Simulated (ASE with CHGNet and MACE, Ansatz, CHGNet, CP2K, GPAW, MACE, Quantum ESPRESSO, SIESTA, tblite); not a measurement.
# Running random packing of Si31O39C14H16 (at. %) (83 atoms) with machine-learned potentials

Aim: run random packing of Si31O39C14H16 (at. %) (83 atoms) in machine-learned potentials and see how near its forces come to a plane-wave reference, and at what cost.

Main program and level: ASE with CHGNet and MACE; the method is named at each step.

**1. The starting structure**

The cell holds 83 atoms: 26 Si, 32 O, 12 C and 13 H. Cell: a = 10.052 Å, b = 10.052 Å, c = 10.052 Å, α = 90.0°, β = 90.0°, γ = 90.0°. 83 atoms (26 Si, 32 O, 12 C, 13 H) packed at random in a cube at 2.29 g/cm³ and pushed apart as soft spheres; a start for melting by ab initio MD, not an equilibrated structure. Then every atom was moved at random, 0.03 Å r.m.s. a Cartesian component (hydrogen 0.6 of that).

The yardstick, on the same geometry:

```
method                 : Kohn-Sham DFT, PBE, PAW, plane waves (Ansatz 0.2.0); cutoff 420 eV, Γ point, fermi-dirac smearing of 0.05 eV; PAW set soft_2
r.m.s. force component : 1.852 eV/Å
longest force          : 8.771 eV/Å
pressure               : -12.31 GPa
SCF cycles             : 12
time                   : 5.2 s on 8 threads of Arm Neoverse V2, shared host
CPU time               : 36 s
```

**2. CHGNet r2SCAN potential**

Method: machine-learned interatomic potential CHGNet r2SCAN, trained on r2SCAN plane-wave data.

run.py reads:

```python
import numpy as np
from ase.io import read
import mlip  # loads the published weights by name

atoms = read("structure.xyz")
atoms.calc = mlip.calc("chgnet-r2scan")
energy = atoms.get_potential_energy()
forces = atoms.get_forces()
print(f"energy {energy:.6f} eV")
print("forces (eV/A)")
for i, (a, f) in enumerate(zip(atoms, forces)):
    print(f"{i:4d} {a.symbol:2s} {f[0]:10.5f} {f[1]:10.5f} {f[2]:10.5f}")
stress = -atoms.get_stress(voigt=False) * 160.21766
print("stress (GPa, compression positive)")
for row in stress:
    print(" ".join(f"{x:10.4f}" for x in row))
```

structure.xyz reads:

```xyz
83
Lattice="10.05190 0.00000 0.00000 0.00000 10.05190 0.00000 0.00000 0.00000 10.05190" Properties=species:S:1:pos:R:3 pbc="T T T"
Si 3.31341 6.86907 9.26644
Si 1.62348 1.64982 5.94298
Si 9.13004 2.81312 7.73403
Si 1.85488 5.24307 3.40016
Si 4.81255 7.88813 2.04235
Si 8.24899 5.99847 4.45229
Si 1.56046 9.63806 2.88027
Si 3.44871 5.04254 4.86713
Si 1.05384 8.97042 5.46140
Si 0.96649 5.08877 0.35704
Si 2.77734 3.65417 2.26520
Si 2.54564 7.33075 3.29451
Si 8.92126 0.82174 6.47966
Si 8.37534 8.73550 7.55199
Si 2.00244 0.11198 9.70692
Si 5.62705 9.71928 9.15457
Si 6.96365 7.72066 2.85122
Si 0.95905 2.89736 8.71208
Si 6.73930 1.40968 0.09901
Si 3.14936 3.59516 7.83817
Si 8.16677 6.76332 6.73457
Si 9.45391 2.58454 5.26096
Si 3.94929 5.64655 2.79413
Si 4.84381 5.28247 6.47584
Si 5.66394 3.40377 7.27134
Si 9.50518 4.62176 5.85061
O 7.99870 1.23287 2.60163
O 9.54740 3.78082 1.32765
O 1.34987 2.66335 1.61614
O 0.18013 9.86081 0.71570
O 6.09577 4.91779 1.68219
O 8.82687 7.76811 3.60471
O 2.78418 1.98334 0.45455
O 6.89771 0.28638 7.47982
O 0.35805 4.39529 4.02197
O 7.56526 2.94340 9.41752
O 0.82375 7.33819 4.55039
O 1.01293 8.36650 7.63572
O 9.39199 5.93615 9.21468
O 6.01847 9.12160 1.07967
O 6.04994 3.70141 4.53924
O 2.32852 2.99919 4.70258
O 7.77756 8.53969 1.01273
O 3.81118 7.72810 6.75719
O 9.66561 8.55015 8.91222
O 6.80272 2.83604 1.65917
O 7.01763 5.03480 9.31309
O 1.69264 6.61676 8.35222
O 6.17840 6.53705 4.37197
O 3.94648 9.38606 3.16735
O 3.48228 1.81065 6.56490
O 4.36112 7.91698 4.59181
O 4.30643 2.69622 1.75265
O 6.99592 1.92454 5.83734
O 10.04064 4.79124 7.77796
O 7.55863 4.70529 5.72727
[... 23 atom lines left out ...]
H 4.68368 5.58504 8.47697
H 4.42022 3.00321 5.13401
H 2.63279 1.68621 3.23832
H 9.35701 9.82553 3.21530
```

Run with:

```
$ OMP_NUM_THREADS=1 python run.py > output.txt
```

Log:

```text
CHGNet vr2scan initialized with 412,525 parameters
CHGNet will run on cpu
energy -503.937805 eV
forces (eV/A)
   0 Si   -2.17346   -0.28342   -2.34587
   1 Si    4.85271    2.00489   -0.81461
   2 Si   -1.35980    1.18350    1.18184
   3 Si   -6.58563   -1.49261    1.59347
   4 Si    0.93133    3.03562    0.14162
   5 Si    0.10357    1.40845   -2.38631
   6 Si   -0.59491   -0.33421   -0.00255
   7 Si   -3.08178   -1.88946    4.49882
   8 Si   -2.04947   -4.70919   -0.37012
   9 Si   -5.64231   -0.93528   -0.28418
  10 Si    1.75223   -5.96923   -3.39242
  11 Si   -2.69023    3.06399    1.29189
  12 Si   -2.53506   -0.26761    0.41228
  13 Si    2.43307    1.05444    1.32583
  14 Si   -2.12206    1.26330   -0.07935
  15 Si   -0.64025    0.86288    1.58867
  16 Si    4.13765   -1.55126   -0.50730
  17 Si    1.79996   -1.13214    1.10145
  18 Si    3.51476    4.74248    0.60643
  19 Si    0.83460   -2.58585    0.59623
  20 Si   -0.06001   -0.69978    0.74166
  21 Si   -0.57929   -1.39775   -1.15048
  22 Si    3.12593    0.37274   -3.55680
  23 Si    1.50309    2.55208    2.17774
[...]
75 H     0.94145   -0.00217    1.85337
  76 H     0.00748   -0.26725    0.02550
  77 H    -0.49411    0.04865   -0.22601
  78 H    -1.01234   -0.51220    0.05079
  79 H    -0.94856    0.79944   -1.18873
  80 H     0.74908    0.88435   -0.17300
  81 H    -0.57300   -0.05270   -0.26997
  82 H     0.76206    0.22639    0.21170
stress (GPa, compression positive)
  -20.2598    -0.8883     2.3950
   -0.8883   -14.0387     1.8251
    2.3950     1.8251   -16.7991
```

Wall time 3.6 s (1 thread of Arm Neoverse V2, shared host); peak memory 1.4 GiB.

Banners, paths, timers and routine set-up lines are dropped from the logs unmarked, and long logs keep their key lines alone; longer cuts are marked.

Numbers from this run, and their distance from the reference:

```
r.m.s. force component                  : 1.974 eV/Å
r.m.s. difference of force components   : 762.6 meV/Å
longest difference of force vectors     : 3115 meV/Å
force difference over r.m.s. force      : 41.18 %
slope of forces against the reference's : 0.9836
correlation of force components         : 0.9225
pressure                                : -17.03 GPa
pressure difference                     : -4.725 GPa
```

Length of the force difference by element (eV/Å):

```tsv
element	atoms	mean	most
C	12	1.2	2.3
H	13	0.63	1.1
O	32	1.2	3.1
Si	26	1.4	2.4
```

The surroundings of Si11, which bears the longest force, nearest first, numbered as they follow in the input and with coordinates relative to it.

```tsv
atom	x	y	z	distance (Å)	Fx	Fy	Fz (eV/Å)
Si11	0.00	0.00	0.00	0.00	1.75	-5.97	-3.39
O29	-1.43	-0.99	-0.65	1.85	2.44	1.49	0.90
O53	1.53	-0.96	-0.51	1.88	-3.35	2.47	0.97
Si4	-0.92	1.59	1.13	2.16	-6.59	-1.49	1.59
H82	-0.14	-1.97	0.97	2.20	-0.57	-0.05	-0.27
Si23	1.17	1.99	0.53	2.37	3.13	0.37	-3.56
O33	0.01	-1.67	-1.81	2.46	-1.03	-2.33	-1.51
C67	1.00	0.71	-2.18	2.50	-0.49	0.17	0.73
O42	-0.45	-0.65	2.44	2.56	0.23	-1.72	1.14
```

Atoms are counted from 1 here, from 0 in the log.

Forces lie 41 % from the reference's, at 0.098 times its CPU time (on 1 against 8 cores).

**3. MACE MPA-0 medium potential**

Method: machine-learned interatomic potential MACE MPA-0 medium, trained on PBE(+U) plane-wave data.

Changes to run.py since step 2:

```diff
@@ -5,3 +5,3 @@
 atoms = read("structure.xyz")
-atoms.calc = mlip.calc("chgnet-r2scan")
+atoms.calc = mlip.calc("mace-mpa-0-medium")
 energy = atoms.get_potential_energy()
```

structure.xyz is that of step 2.

Log:

```text
energy -368.192340 eV
forces (eV/A)
   0 Si   -1.03779   -0.96665   -1.56740
   1 Si    3.29659    0.85024    0.02474
   2 Si   -3.26850    1.56210    1.87888
   3 Si   -7.33789   -1.56861    1.08214
   4 Si    0.58825    3.35238   -0.41274
   5 Si   -0.49334    0.28295   -3.24145
   6 Si   -0.24120    0.64270   -0.34676
   7 Si   -2.63177   -2.83160    4.32510
   8 Si   -1.37599   -2.39801    0.68844
   9 Si   -4.04736   -0.72958   -0.77219
  10 Si    1.87852   -6.68780   -3.10211
  11 Si   -3.05217    3.46694    0.72855
  12 Si   -2.64167   -1.70453    1.11390
  13 Si    1.53361    2.26796    2.41011
  14 Si   -0.90996    0.94747   -0.50709
  15 Si   -0.44929    0.24115    0.49076
  16 Si    3.40042   -1.14778   -1.12151
  17 Si    2.92652    0.15219    1.64063
  18 Si    3.31058    4.63316    1.10179
  19 Si    0.61032   -1.09987    0.52597
  20 Si    0.09297   -1.23395    0.35967
  21 Si   -0.31152   -1.26963   -2.55869
  22 Si    4.61498    0.24507   -3.12509
  23 Si    1.67692    3.19162    2.20557
[...]
75 H     0.71492    0.19344    1.45986
  76 H     0.08828   -0.05047   -0.44755
  77 H    -0.60397    0.25024   -0.38111
  78 H    -1.78993    0.28799   -0.18047
  79 H    -0.77958    0.46780   -0.78092
  80 H     0.80584    0.81671   -0.39800
  81 H    -0.56045   -0.01888    0.55540
  82 H     0.44965    0.39555   -0.02522
stress (GPa, compression positive)
  -17.3089    -0.4907     2.8185
   -0.4907    -9.6368    -0.3638
    2.8185    -0.3638   -12.9981
```

Wall time 6.8 s (1 thread); peak memory 1.1 GiB.

Compared with the plane-wave run:

- r.m.s. force component: 1.794 eV/Å
- r.m.s. difference of force components: 462.2 meV/Å
- longest difference of force vectors: 1956 meV/Å
- force difference over r.m.s. force: 24.96 %
- slope of forces against the reference's: 0.9381
- correlation of force components: 0.9684
- pressure: -13.31 GPa
- pressure difference: -1.008 GPa

Against the first run (41 %), the force difference from the reference is 25 %, at 1.9 times the CPU time.

**4. CHGNet 0.3.0 potential**

Method: machine-learned interatomic potential CHGNet 0.3.0, trained on PBE(+U) plane-wave data.

Changes to run.py since step 3:

```diff
@@ -5,3 +5,3 @@
 atoms = read("structure.xyz")
-atoms.calc = mlip.calc("mace-mpa-0-medium")
+atoms.calc = mlip.calc("chgnet-0.3.0")
 energy = atoms.get_potential_energy()
```

structure.xyz is that of step 3.

Log:

```text
CHGNet v0.3.0 initialized with 412,525 parameters
CHGNet will run on cpu
energy -392.883667 eV
forces (eV/A)
   0 Si   -1.76825   -0.66243   -1.79054
   1 Si    4.28111    1.35942   -0.31775
   2 Si   -2.64296    1.13137    1.20008
   3 Si   -7.19972   -1.37025    1.64634
   4 Si    0.09709    2.55744   -0.26381
   5 Si    0.00682    1.46554   -2.60923
   6 Si   -0.52524    0.00076   -0.26766
   7 Si   -2.78439   -2.21587    3.90993
   8 Si   -1.76495   -3.94429    0.19768
   9 Si   -5.05331   -0.73883   -0.44259
  10 Si    1.62791   -6.44966   -3.68396
  11 Si   -2.17884    3.39361    1.29871
  12 Si   -2.78049   -0.36234    0.31813
  13 Si    2.66986    0.82974    1.21209
  14 Si   -1.63549    1.01845    0.01110
  15 Si   -0.39298    0.62367    1.33404
  16 Si    4.24885   -1.03075   -1.13305
  17 Si    2.55268   -0.95807    1.64267
  18 Si    3.27688    4.40777    0.88861
  19 Si    0.67640   -2.16619    0.75904
  20 Si    0.84315   -1.10584    0.35377
  21 Si   -0.44253   -1.31624   -1.72303
  22 Si    4.29829    0.29033   -3.59229
  23 Si    1.27087    2.72008    2.06773
[...]
75 H     0.87968    0.12470    1.51635
  76 H     0.22138   -0.26212   -0.06418
  77 H    -0.50877   -0.08744   -0.28009
  78 H    -1.40420   -0.54803   -0.02227
  79 H    -0.59684    0.64094   -0.57559
  80 H     1.09354    1.19053   -0.34806
  81 H    -0.46907    0.06998   -0.22632
  82 H     0.40799    0.25653    0.24012
stress (GPa, compression positive)
  -18.8830    -0.5290     1.9587
   -0.5290   -13.2291     1.5894
    1.9587     1.5894   -16.3209
```

It took 3.2 s on 1 thread; peak memory 1.4 GiB.

Numbers from this run, and their distance from the reference:

```
r.m.s. force component                  : 1.905 eV/Å
r.m.s. difference of force components   : 584.6 meV/Å
longest difference of force vectors     : 2870 meV/Å
force difference over r.m.s. force      : 31.57 %
slope of forces against the reference's : 0.9795
correlation of force components         : 0.952
pressure                                : -16.14 GPa
pressure difference                     : -3.837 GPa
```

Against the first run (41 %), the force difference from the reference is 32 %, at 0.91 times the CPU time.

**5. All runs compared**

Differences are against the plane-wave reference, forces as r.m.s. over components; share is that over the reference's r.m.s. force, slope the least-squares factor from reference forces to these. Total energies of different programs have different zeros and aren't compared.

```tsv
run	Δ force, r.m.s. (meV/Å)	share (%)	slope	Δ pressure (GPa)	cores	CPU time	memory (GiB)
reference	-	-	-	-	8	36 s	1.2
CHGNet r2SCAN potential	763	41.2	0.984	-4.73	1	3.6 s	1.4
MACE MPA-0 medium potential	462	25.0	0.938	-1.01	1	6.8 s	1.1
CHGNet 0.3.0 potential	585	31.6	0.980	-3.84	1	3.2 s	1.4
```

Times of the machine-learned potentials are mostly Python's start and the loading of weights.

CPU time is summed over cores on a shared host, where runs went side by side, so it is rough. Symmetry, cutoffs, thresholds, outputs and thread counts weren't matched or tuned between programs; memory under MPI is the largest rank's times the ranks.

**6. Summary of results**

| Quantity | Value |
| --- | --- |
| nearest in forces | MACE MPA-0 medium potential, 25 % |
| its CPU time | 6.8 s |

Machine-learned potentials differ by 25 % (MACE MPA-0 medium potential) to 41 % (CHGNet r2SCAN potential); they were trained on other programs' data, some at another functional. The electron count is odd in Ansatz plane waves (reference), and they have no spin polarisation, so the unpaired electron is spread evenly over both spins. Machine-learned potentials mimic data converged in k, so the reference's own k-point error enters their differences. The reference's stress is far from hydrostatic: its diagonal is -15.1, -9.7, -12.1 GPa, compression counted positive. The reference's pressure of -12 GPa belongs to a cell and atoms that aren't relaxed at this level. The electron count is odd and the run has no spin polarisation, so levels at the top are partly filled by construction. The electronic-structure runs sample only Γ, in a cell whose shortest periodic width is 10 Å, which is coarse for a cell with partly filled levels.

[Also dropped from logs without a mark: logging warnings of Python, and SIESTA's first energy breakdown and zero terms.]

[Logs are printed without paths, hosts, clocks, repeated set-up lines and the standing remarks that a program may print on its own settings, such as how far it seeks lower states.]

[Hosts, paths, dates, database ids (printed as entryN), source tags and the programs' standing remarks are cut or masked in the printed files.]
